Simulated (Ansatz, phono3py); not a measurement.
# Heat carried by phonons in KCl (Sylvite, Fm-3m), part 2 of 5

How well does the lattice of KCl (Sylvite) conduct heat?

Experimental results on record:
- thermal conductivity 7.1 W/m/K near room temperature (given in “Combining the AFLOW GIBBS and Elastic Libraries to efficiently and robustly screen thermo-mechanical properties of solids”, 2017, arXiv:1611.05714)
- thermal conductivity 7.1 W/m/K near room temperature (given in “Predicting the lattice thermal conductivity of solids by solving the Boltzmann transport equation: AFLOW - AAPL an automated, accurate and efficient framework”, 2017, arXiv:1611.05481)

Ansatz 0.2.0; DFT LDA, scalar-relativistic, plane waves, PAW; PAW set soft_1.

So far. Step 2 (A first coarse run): The start is under -2.0 GPa at this level and looks like an insulator or semiconductor on this mesh. The relaxed cell has a = 6.079 Å (conventional setting).

**5. Tight relaxation**

The relaxation is repeated with tighter thresholds on force and stress, since phonons are sensitive to what is left; a change of mesh or smearing in the input moves the cell too.

File input.yaml:

```yaml
crystal:
  lattice:
    - [0.0, 3.0394887786, 3.0394887786]
    - [3.0394887786, 0.0, 3.0394887786]
    - [3.0394887786, 3.0394887786, 0.0]
  atoms:
    - { symbol: K, position: [0.0, 0.0, 0.0] }
    - { symbol: Cl, position: [0.5, 0.5, 0.5] }
kpoints:
  mp_grid: { grid: [6, 6, 6] }
hamiltonian:
  xc: lda
  pseudopotentials: { kind: paw, azcp: { folder: soft_1 }, xc_functional: pbe }
scf:
  occupations: { method: fixed }
  lower_state_search: "off"
output:
  forces: true
  stress: true
  eigenvalues: true
  write_density: true
  write_potential: true
  elf: true
  volumetric_format: npy
relax:
  adjacent_minimum: "off"
  f_tol: 0.001
  max_steps: 60
  cell: { stress_tol: 0.01 }
```

The run is started by

```sh
ansatz run input.yaml --threads 8 --pin off --max-ram 19456MiB --backend cpu --events-out ev --progress --plain --runs-dir out
```

Numbers of over 12 decimals in the logs are rounded to 6 here.

Output:

```text
[...]
Crystal: 2 atoms, lattice volume = 56.161 Å³
Basis set: ecut = 420 eV, 1067 PW (Γ)
Bands: 12, of which v1, the nominal top of the filled ones, is band 8 counted from 1 (7 counted from 0)
Symmetry: 48 space group operations
[...]
k-points: 16 of 216
[...]
SCF iter   1: F=—  HF=-2545.179133 eV  |F-HF|=—  |Δ(HF+E_count)|=         —  Δρ=4.84e-2  dr2=2.10e0  ethr=3.10e-3  ⟨swp⟩=4.8  Hψ=1056  notcnv=0  defer=22
[...]
SCF iter   7: F=-2544.293184 eV  HF=-2544.293184 eV  |F-HF|=1.42e-9  |Δ(HF+E_count)|=   1.11e-7  Δρ=2.19e-6  dr2=2.04e-9  ethr=6.25e-10  ⟨swp⟩=12.1  Hψ=1704  notcnv=0
SCF 1 converged in 7 iterations: F = -2544.293184 eV  dr2 = 2.04e-9
[...]
relax step   1: F+E_penalty+E_count = -2544.29318362 eV  Δ(F+E_penalty+E_count) = +0.000e0 eV  max|allowed force component| = 9.335e-30 eV/Å  Δτ_max = 0.0000 Å  P = -0.030 GPa  Ω = 56.161 Å³  (7 SCF iters, dr2 threshold 1.00e-7 eV, accepted)
Crystal: 2 atoms, lattice volume = 56.113 Å³
[...]
SCF iter   4: F=-2544.293191 eV  HF=-2544.293191 eV  |F-HF|=9.09e-12  |Δ(HF+E_count)|=   1.26e-9  Δρ=5.80e-7  dr2=1.90e-10  ethr=1.40e-11  ⟨swp⟩=8.9  Hψ=1380  notcnv=0
SCF 2 converged in 4 iterations: F = -2544.293191 eV  dr2 = 1.90e-10
relax step   2: F+E_penalty+E_count = -2544.29319103 eV  Δ(F+E_penalty+E_count) = -7.403e-6 eV  max|allowed force component| = 4.010e-30 eV/Å  Δτ_max = 0.0000 Å  P = -0.010 GPa  Ω = 56.113 Å³  energy of the carried Pulay correction = +1.579e-6 eV  (4 SCF iters, dr2 threshold 2.23e-9 eV, accepted)
[...]
SCF iter   6: F=-2544.293191 eV  HF=-2544.293191 eV  |F-HF|=0.00e0  |Δ(HF+E_count)|=  1.82e-12  Δρ=3.00e-8  dr2=4.96e-13  ethr=1.00e-12  ⟨swp⟩=6.2  Hψ=1316  notcnv=0
SCF 3 converged in 6 iterations: F = -2544.293191 eV  dr2 = 4.96e-13
relax step   3: F+E_penalty+E_count = -2544.29319103 eV  Δ(F+E_penalty+E_count) = -3.820e-11 eV  max|allowed force component| = 5.645e-30 eV/Å  Δτ_max = 0.0000 Å  P = -0.010 GPa  Ω = 56.113 Å³  stress off target by 9.63e-3 GPa  SCF on the basis re-selected at this cell (its energy is not comparable with the rows above)  (6 SCF iters)
[...]
SCF converged after 6 iterations
Free energy (F): -2544.293191 eV
[...]
Internal energy: -2544.293191 eV  (E = F + TS)
E sigma→0 (E₀):  -2544.293191 eV
Fermi energy:    1.330844 eV
[...]
--- Stress (GPa, compression-positive) ---
       -0.009633      -0.000000      -0.000000
       -0.000000      -0.009633      -0.000000
       -0.000000      -0.000000      -0.009633
  P = ⅓ Tr σ = -0.0096 GPa (-0.096 kbar)
--- Band table (eV; the first three rows and the last of 16) ---
  k-point 0: bands = [... 4 lower, -8.9826, 1.3308, 1.3308, 1.3308, 6.4426, 9.4311, 9.4311, 9.4311]
  k-point 1: bands = [... 4 lower, -8.8965, 0.9243, 1.2118, 1.2118, 7.1608, 9.2590, 9.8163, 9.8163]
  k-point 2: bands = [... 4 lower, -8.7371, 0.2740, 0.9903, 0.9903, 8.3753, 9.4988, 10.8668, 10.8668]
  k-point 15: bands = [... 4 lower, -8.9128, 0.6623, 0.7907, 0.9091, 8.2277, 10.1944, 10.5428, 11.6542]
--- Relaxed structure (2 steps of the walk, 2 accepted, 1 SCFs on fresh bases) ---
[...]
cell:  # Å, volume = 56.1134 Å³
    - [0, 3.038637, 3.038637]
    - [3.038637, 0, 3.038637]
    - [3.038637, 3.038637, 0]
  atoms:
    - { symbol: K, position: [0, 0, 0] }
    - { symbol: Cl, position: [0.5, 0.5, 0.5] }
```

Run time: 0.71 s. Hardware: 8 threads of Arm Neoverse V1, shared host; peak memory 0.31 GiB.

Little changed from the start: no atom moved by 0.005 Å and no cell edge by 0.1 %.

This step gave:

```yaml
pressure: -0.009633 GPa
gap_on_the_k_mesh: 5.112 eV
volume_per_atom: 28.06 Å³/atom
```

Electrostatic potential energy in the ac plane of the conventional cell at fractional y = 0.000, with atoms of K and Cl within 0.2 Å of it. With pseudopotentials it is smooth inside the atoms' cores, unlike the true potential.

Ten even steps from '0' (-43 eV) to '9' (8 eV), each cell a mean:
```
01689961013899730
24799985237999863
78999999889999987
99999999999999999
99999999999999999
89999998778999998
35899974336899973
01699861003799831
01599850003799820
13799962014899951
57999986567999986
99999999889999999
99999999999999999
89999999999999998
57899997568999976
13799973115999841
01589951003899720
```
Columns run along a (6.1 Å; values clipped at the 3rd and 97th percentile), rows up along c (6.1 Å), edges of the conventional cell, whose origin can differ from the input's. Atoms in or near the plane, at fractional coordinates: K at (0.00, 0.00), K at (0.50, 0.50), Cl at (0.50, 0.00), Cl at (0.00, 0.50).

Valence density in the ac plane of the conventional cell at fractional y = 0.000, with atoms of K and Cl within 0.2 Å of it. It is the smooth field of the valence electrons, not physical close to the nuclei.

Ten even steps from '0' (0.0 e/Å³) to '9' (4.3 e/Å³), each cell a mean:
```
96200023233100148
53000012331000014
10000000110000001
00000000000000000
00000000000000000
10000000100000001
32100003541000013
23200026984000133
13200027995100132
33100015763000023
21000001220000012
00000000000000000
00000000000000000
00000000000000000
21000001221000002
74100013332000036
97200023123100159
```
Columns run along a (6.1 Å), rows up along c (6.1 Å), edges of the conventional cell, whose origin can differ from the input's. Atoms in or near the plane, at fractional coordinates: K at (0.00, 0.00), K at (0.50, 0.50), Cl at (0.50, 0.00), Cl at (0.00, 0.50).

ELF in the ac plane of the conventional cell at fractional y = 0.000, with atoms of K and Cl within 0.2 Å of it. It is the smooth field of the valence electrons, not physical close to the nuclei.

Values, 9 rows by 16 columns, each cell a mean:
```
0.81 0.85 0.64 0.13 0.27 0.75 0.85 0.72 0.66 0.82 0.83 0.53 0.09 0.40 0.80 0.82
0.41 0.31 0.13 0.03 0.12 0.43 0.61 0.68 0.69 0.65 0.53 0.24 0.03 0.07 0.24 0.38
0.50 0.47 0.36 0.16 0.03 0.04 0.12 0.21 0.24 0.17 0.08 0.02 0.07 0.27 0.43 0.49
0.78 0.84 0.80 0.49 0.07 0.30 0.73 0.83 0.83 0.80 0.53 0.11 0.25 0.72 0.85 0.81
0.41 0.76 0.85 0.56 0.10 0.48 0.85 0.77 0.70 0.85 0.72 0.18 0.29 0.78 0.84 0.56
0.83 0.84 0.76 0.43 0.06 0.22 0.59 0.75 0.77 0.69 0.39 0.07 0.22 0.65 0.82 0.84
0.31 0.28 0.20 0.08 0.02 0.07 0.13 0.18 0.19 0.15 0.10 0.04 0.05 0.16 0.25 0.30
0.61 0.51 0.26 0.05 0.16 0.56 0.75 0.80 0.81 0.78 0.67 0.35 0.05 0.12 0.41 0.58
0.74 0.85 0.69 0.17 0.29 0.78 0.85 0.64 0.51 0.78 0.84 0.55 0.10 0.45 0.84 0.80
```
Columns run along a (6.1 Å), rows up along c (6.1 Å), edges of the conventional cell, whose origin can differ from the input's. Atoms in or near the plane, at fractional coordinates: K at (0.00, 0.00), K at (0.50, 0.50), Cl at (0.50, 0.00), Cl at (0.00, 0.50).

The residual pressure is -0.0096 GPa, small enough for phonons.

(Part 2 of 5 ends here.)

[Logs are printed without paths, hosts, clocks, repeated set-up lines and the standing remarks that a program may print on its own settings, such as how far it seeks lower states.]

[Hosts, paths, dates, database ids (printed as entryN), source tags and the programs' standing remarks are cut or masked in the printed files.]

[A step with changed settings may run another functional than the one named; its input shows which.]
